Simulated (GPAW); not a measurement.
# Work function of Si/W(100) at several levels, part 2 of 2

Wanted: work functions and dipole of Si/W(100), with the cost of each level.

GPAW 26.7.0; GPAW, PAW setups; slab in vacuum, relaxation (the session's first sound run).

So far, upper work function (eV): step 2 (relaxation, PBE, GPAW) 4.36; step 4 (OptPBE vdW: xc = "optPBE-vdW", GPAW, PAW setups, GPAW) 4.53; step 5 (self-consistent run: xc = "RPBE") 4.29; step 6 (self-consistent run: xc = "vdW-DF2", GPAW, PAW setups, GPAW) 4.60; step 7 (self-consistent run: xc = "LDA") 4.53.

## 8. Self-consistent run: xc = "revPBE"

The same geometry under revPBE, to see how far the functional moves the levels against the vacuum.

Contents of run.py:

```python
import json
import numpy as np
from ase import Atoms
from gpaw import GPAW, PW

slab = Atoms(
    ['W', 'W', 'W', 'W', 'W', 'Si'],
    positions=[
        [0.00000, 0.00000, 7.00000],
        [1.58000, 1.58000, 8.58000],
        [0.00000, 0.00000, 10.16000],
        [1.58000, 1.58000, 11.77137],
        [0.00000, 0.00000, 13.35394],
        [1.58000, 1.58000, 14.59486]],
    cell=[[3.16, 0.0, 0.0], [0.0, 3.16, 0.0], [0.0, 0.0, 22.11556]],
    pbc=[True, True, False])

slab.calc = GPAW(mode=PW(400), xc='revPBE', kpts={'size': (10, 10, 1), 'gamma': True},
                 occupations={'name': 'fermi-dirac', 'width': 0.1}, nbands='200%',
                 convergence={'density': 1e-05}, maxiter=200,
                 poissonsolver={'dipolelayer': 'xy'},
                 symmetry={'tolerance': 1e-3}, txt='slab.txt')
result = {}
energy = slab.get_potential_energy()
fermi = slab.calc.get_fermi_level()
v = slab.calc.get_electrostatic_potential().mean((0, 1)) - fermi
n = slab.calc.get_pseudo_density().mean((0, 1))
L = slab.cell[2, 2]
z = np.arange(len(v)) * L / len(v)
low, high = slab.positions[:, 2].min(), slab.positions[:, 2].max()
below, above = np.interp([low - 4.8, high + 4.8], z, v)
slopes = [np.interp(x, z, np.gradient(v, z)) for x in (low - 4.8, high + 4.8)]
eps = np.array([[slab.calc.get_eigenvalues(k, s) for k in range(len(slab.calc.get_ibz_k_points()))]
                for s in range(slab.calc.get_number_of_spins())]) - fermi
top, bottom = eps[eps < 0].max(), eps[eps > 0].min()
dipole = slab.get_dipole_moment()[2]
print(f'energy {energy:.4f} eV, Fermi level {fermi:.4f} eV, dipole {dipole:.5f} e A')
print(f'potential 4.8 A off the faces, from the Fermi level: lower {below:.4f} eV, upper {above:.4f} eV')
print(f'slope of the potential there: lower {slopes[0]:.5f}, upper {slopes[1]:.5f} eV/A')
print(f'nearest levels on the mesh: {top:.4f} and {bottom:.4f} eV')
print('magnetic moment', round(slab.get_magnetic_moment(), 3))
result.update(energy=energy, fermi=fermi, dipole=dipole, below=below, above=above, slopes=slopes, edges=[top, bottom],
              z=z.tolist(), v=v.tolist(), n=n.tolist(), positions=slab.positions.tolist(),
              forces=slab.get_forces(apply_constraint=False).tolist(), moments=slab.get_magnetic_moments().tolist())
json.dump(result, open('result.json', 'w'))
```

Command:

```
$ OMP_NUM_THREADS=1 OPENBLAS_NUM_THREADS=1 python run.py
```

What it wrote:

```text
energy -57.2895 eV, Fermi level 3.4848 eV, dipole -0.00804 e A
potential 4.8 A off the faces, from the Fermi level: lower 4.1434 eV, upper 4.2916 eV
slope of the potential there: lower -0.00249, upper 0.00024 eV/A
nearest levels on the mesh: -0.0036 and 0.0086 eV
magnetic moment 0.0
```

It took 3.4 min on 1 thread of Intel Xeon Platinum 8259CL at 2.50GHz (Skylake/Cascade Lake), shared host; peak memory 0.29 GiB.

Numbers from this step:

* dipole along the normal: -0.008044 e·Å
* levels nearest the Fermi level on the mesh: -0.003570, 0.008581 eV from the Fermi level
* upper work function: 4.292 eV
* lower work function: 4.143 eV

The electrostatic potential energy of an electron (without an applied field's), less the Fermi level, planar mean oscillates, so the rows of the table below give means over windows of 1.58 Å about each position, cut where the curve ends. Its maxima inside the range that stand out by 2 % of the span (Å: eV): 7.8: -8.64, 9.4: -9.15, 11.0: -8.66, 12.5: -9.04, 14.1: -11.9. Its minima: 7.1: -20.0, 8.6: -20.6, 10.1: -20.6, 11.8: -20.7, 13.4: -21.2, 14.5: -13.8.

Electrostatic potential energy of an electron (without an applied field's), less the Fermi level, planar mean against z; means over each step:

| z (Å) | electrostatic potential energy of an electron (without an applied field's), less the Fermi level, planar mean (eV) |
| --- | --- |
| 0.79 | 4.15 |
| 2.37 | 4.14 |
| 3.95 | 4.06 |
| 5.53 | 1.49 |
| 7.11 | -13.6 |
| 8.69 | -14.6 |
| 10.27 | -14.6 |
| 11.85 | -14.6 |
| 13.43 | -15.6 |
| 15.01 | -6.29 |
| 16.59 | 3.94 |
| 18.17 | 4.29 |
| 19.75 | 4.29 |
| 21.33 | 4.29 |

The upper face's work function is 4.292 eV, against 4.361 eV in the first plane-wave PBE run at this geometry.

## 9. Real-space grid: mode = "fd"

A real-space grid is a second complete basis, so it checks the plane-wave result.

run.py: that of step 8 with these lines changed.

```diff
@@ -3,3 +3,3 @@
 from ase import Atoms
-from gpaw import GPAW, PW
+from gpaw import GPAW
 
@@ -17,3 +17,3 @@
 
-slab.calc = GPAW(mode=PW(400), xc='revPBE', kpts={'size': (10, 10, 1), 'gamma': True},
+slab.calc = GPAW(mode='fd', h=0.18, xc='PBE', kpts={'size': (10, 10, 1), 'gamma': True},
                  occupations={'name': 'fermi-dirac', 'width': 0.1}, nbands='200%',
```

What it wrote:

```text
energy -59.7374 eV, Fermi level -4.3166 eV, dipole -0.00488 e A
potential 4.8 A off the faces, from the Fermi level: lower 4.2716 eV, upper 4.3608 eV
slope of the potential there: lower -0.00213, upper 0.00017 eV/A
nearest levels on the mesh: -0.0035 and 0.0091 eV
magnetic moment 0.0
```

Elapsed: 24 min, on 1 thread; peak memory 1.2 GiB.

Numbers from this step:

* dipole along the normal: -0.004879 e·Å
* levels nearest the Fermi level on the mesh: -0.003520, 0.009095 eV from the Fermi level
* upper work function: 4.361 eV
* lower work function: 4.272 eV

The electrostatic potential energy of an electron (without an applied field's), less the Fermi level, planar mean by z:

| z (Å) | electrostatic potential energy of an electron (without an applied field's), less the Fermi level, planar mean (eV) |
| --- | --- |
| 0.0 | 4.32 |
| 0.5 | 4.27 |
| 1.0 | 4.27 |
| 1.5 | 4.27 |
| 2.0 | 4.27 |
| 2.5 | 4.27 |
| 3.0 | 4.27 |
| 3.5 | 4.25 |
| 4.0 | 4.22 |
| 4.5 | 4.10 |
| 5.0 | 3.74 |
| 5.5 | 2.68 |
| 6.0 | -0.465 |
| 6.5 | -9.71 |
| 7.0 | -19.9 |
| 7.5 | -11.7 |
| 8.0 | -10.4 |
| 8.5 | -20.2 |
| 9.0 | -13.9 |
| 9.5 | -9.80 |
| 10.0 | -19.3 |
| 10.5 | -15.5 |
| 11.0 | -8.70 |
| 11.5 | -17.2 |
| 12.0 | -18.1 |
| 12.5 | -9.12 |
| 13.0 | -15.5 |
| 13.5 | -20.2 |
| 14.0 | -12.2 |
| 14.5 | -13.6 |
| 15.0 | -6.74 |
| 15.5 | 0.893 |
| 16.0 | 3.46 |
| 16.5 | 4.14 |
| 17.0 | 4.31 |
| 17.5 | 4.35 |
| 18.0 | 4.36 |
| 18.5 | 4.36 |
| 19.0 | 4.36 |
| 19.5 | 4.36 |
| 20.0 | 4.36 |
| 20.5 | 4.36 |
| 21.0 | 4.36 |
| 21.5 | 4.36 |
| 22.0 | 4.36 |

The upper face's work function is 4.361 eV, against 4.361 eV in the first plane-wave PBE run at this geometry.

## 10. Atomic orbitals: mode = "lcao"

Atom-centred orbitals end a few angstrom from the surface, which tests how much the density's tail matters.

run.py: that of step 9 with these lines changed.

```diff
@@ -17,4 +17,4 @@
 
-slab.calc = GPAW(mode='fd', h=0.18, xc='PBE', kpts={'size': (10, 10, 1), 'gamma': True},
-                 occupations={'name': 'fermi-dirac', 'width': 0.1}, nbands='200%',
+slab.calc = GPAW(mode='lcao', basis='dzp', h=0.18, xc='PBE', kpts={'size': (10, 10, 1), 'gamma': True},
+                 occupations={'name': 'fermi-dirac', 'width': 0.1}, nbands='120%',
                  convergence={'density': 1e-05}, maxiter=200,
```

What it wrote:

```text
energy -58.0524 eV, Fermi level -4.2965 eV, dipole -0.00446 e A
potential 4.8 A off the faces, from the Fermi level: lower 4.2559 eV, upper 4.3369 eV
slope of the potential there: lower -0.00061, upper 0.00000 eV/A
nearest levels on the mesh: -0.0029 and 0.0112 eV
magnetic moment 0.0
```

The job ended after 41 min (1 thread; peak memory 0.46 GiB).

This step gave:

```
dipole along the normal                    : -0.004462 e·Å
levels nearest the Fermi level on the mesh : -0.002910, 0.01119 eV from the Fermi level
upper work function                        : 4.337 eV
lower work function                        : 4.256 eV
```

The upper face's work function is 4.337 eV, against 4.361 eV in the first plane-wave PBE run at this geometry.

## 11. All levels side by side

Times are for 1 thread of Intel Xeon Platinum 8259CL at 2.50GHz (Skylake/Cascade Lake), shared host. Results by setting:

| no. | run | upper work function (eV) | lower work function (eV) | time | memory (GiB) |
| --- | --- | --- | --- | --- | --- |
| 1 | pw | 4.361 | 4.272 | 3.3 min | 0.29 |
| 2 | optPBE vdW | 4.531 | 4.472 | 3.5 min | 0.42 |
| 3 | RPBE | 4.293 | 4.123 | 3.2 min | 0.29 |
| 4 | vdW DF2 | 4.600 | 4.628 | 3.8 min | 0.42 |
| 5 | LDA | 4.531 | 4.557 | 3.2 min | 0.29 |
| 6 | revPBE | 4.292 | 4.143 | 3.4 min | 0.29 |
| 7 | fd | 4.361 | 4.272 | 24 min | 1.2 |
| 8 | lcao | 4.337 | 4.256 | 41 min | 0.46 |

## 12. Side by side

Results and costs are gathered.

This step: comparison of work functions, dipole and cost (GPAW 26.7.0).

Ladder, by row:

| step | code | work function, upper (eV) | work function, lower (eV) | dipole (e Å) | wall time (s) | peak memory (GiB) | threads |
| --- | --- | --- | --- | --- | --- | --- | --- |
| pw | GPAW | 4.361 | 4.272 | -0.00477 | 195.1 | 0.29 | 1 |
| optPBE-vdW | GPAW | 4.531 | 4.472 | -0.003054 | 210.2 | 0.42 | 1 |
| RPBE | GPAW | 4.293 | 4.123 | -0.009249 | 193 | 0.29 | 1 |
| vdW-DF2 | GPAW | 4.6 | 4.628 | 0.001731 | 228.7 | 0.42 | 1 |
| LDA | GPAW | 4.531 | 4.557 | 0.001546 | 192.3 | 0.29 | 1 |
| revPBE | GPAW | 4.292 | 4.143 | -0.008044 | 201.7 | 0.29 | 1 |
| fd | GPAW | 4.361 | 4.272 | -0.004879 | 1445 | 1.25 | 1 |
| lcao | GPAW | 4.337 | 4.256 | -0.004462 | 2443 | 0.46 | 1 |

## 13. A changed run

One more run, with changed settings.

This step: GPAW, PAW setups; slab in vacuum (GPAW 26.7.0).

run.py: that of step 10 with these lines changed.

```diff
@@ -3,3 +3,3 @@
 from ase import Atoms
-from gpaw import GPAW
+from gpaw import GPAW, PW
 
@@ -17,5 +17,5 @@
 
-slab.calc = GPAW(mode='lcao', basis='dzp', h=0.18, xc='PBE', kpts={'size': (10, 10, 1), 'gamma': True},
-                 occupations={'name': 'fermi-dirac', 'width': 0.1}, nbands='120%',
-                 convergence={'density': 1e-05}, maxiter=200,
+slab.calc = GPAW(mode=PW(400), xc='PBE', kpts={'size': (10, 10, 1), 'gamma': True},
+                 occupations={'name': 'fermi-dirac', 'width': 0.1}, nbands='200%',
+                 convergence={'density': 1e-05}, maxiter=50,
                  poissonsolver={'dipolelayer': 'xy'},
@@ -30,4 +30,4 @@
 low, high = slab.positions[:, 2].min(), slab.positions[:, 2].max()
-below, above = np.interp([low - 4.8, high + 4.8], z, v)
-slopes = [np.interp(x, z, np.gradient(v, z)) for x in (low - 4.8, high + 4.8)]
+below, above = np.interp([low - 1.0, high + 1.0], z, v)
+slopes = [np.interp(x, z, np.gradient(v, z)) for x in (low - 1.0, high + 1.0)]
 eps = np.array([[slab.calc.get_eigenvalues(k, s) for k in range(len(slab.calc.get_ibz_k_points()))]
@@ -37,3 +37,3 @@
 print(f'energy {energy:.4f} eV, Fermi level {fermi:.4f} eV, dipole {dipole:.5f} e A')
-print(f'potential 4.8 A off the faces, from the Fermi level: lower {below:.4f} eV, upper {above:.4f} eV')
+print(f'potential 1.0 A off the faces, from the Fermi level: lower {below:.4f} eV, upper {above:.4f} eV')
 print(f'slope of the potential there: lower {slopes[0]:.5f}, upper {slopes[1]:.5f} eV/A')
```

What it wrote:

```text
energy -59.6205 eV, Fermi level 3.4036 eV, dipole -0.00477 e A
potential 1.0 A off the faces, from the Fermi level: lower -0.4493 eV, upper 1.6572 eV
slope of the potential there: lower -10.55468, upper 7.18861 eV/A
nearest levels on the mesh: -0.0038 and 0.0092 eV
magnetic moment 0.0
```

Run time: 4.1 min. Hardware: 1 thread; peak memory 0.3 GiB.

The run finished. A setting was moved off its sound value on purpose, so it serves as a test and not as the result.

The fault put into the input: the potential probed 1 A off the face (probe = 1.0).

## 14. Results

| Item | Value |
| --- | --- |
| work function, upper and lower face | 4.361 and 4.272 eV |
| dipole along the normal | -0.00477 e Å |

With plane waves and PBE the work function is 4.36 eV on the upper face and 4.27 eV on the lower. The two faces differ by 0.089 eV, the step that the slab's dipole makes (e p/(ε0 A) gives 0.086 eV), so the dipole layer is needed. Over the sound runs of the table the upper face's work function spans 4.292 (revPBE) to 4.600 eV (vdW-DF2). The cell of 9.99 Å² holds one Si, started on one chosen site; other sites and coverages weren't tried. The in-plane lattice was kept as typed, which isn't the functional's own and leaves some strain; spin-orbit coupling and temperature are left out.

[Logs are printed without paths, hosts, clocks, repeated set-up lines and the standing remarks that a program may print on its own settings, such as how far it seeks lower states.]

[Hosts, paths, dates, database ids (printed as entryN), source tags and the programs' standing remarks are cut or masked in the printed files.]
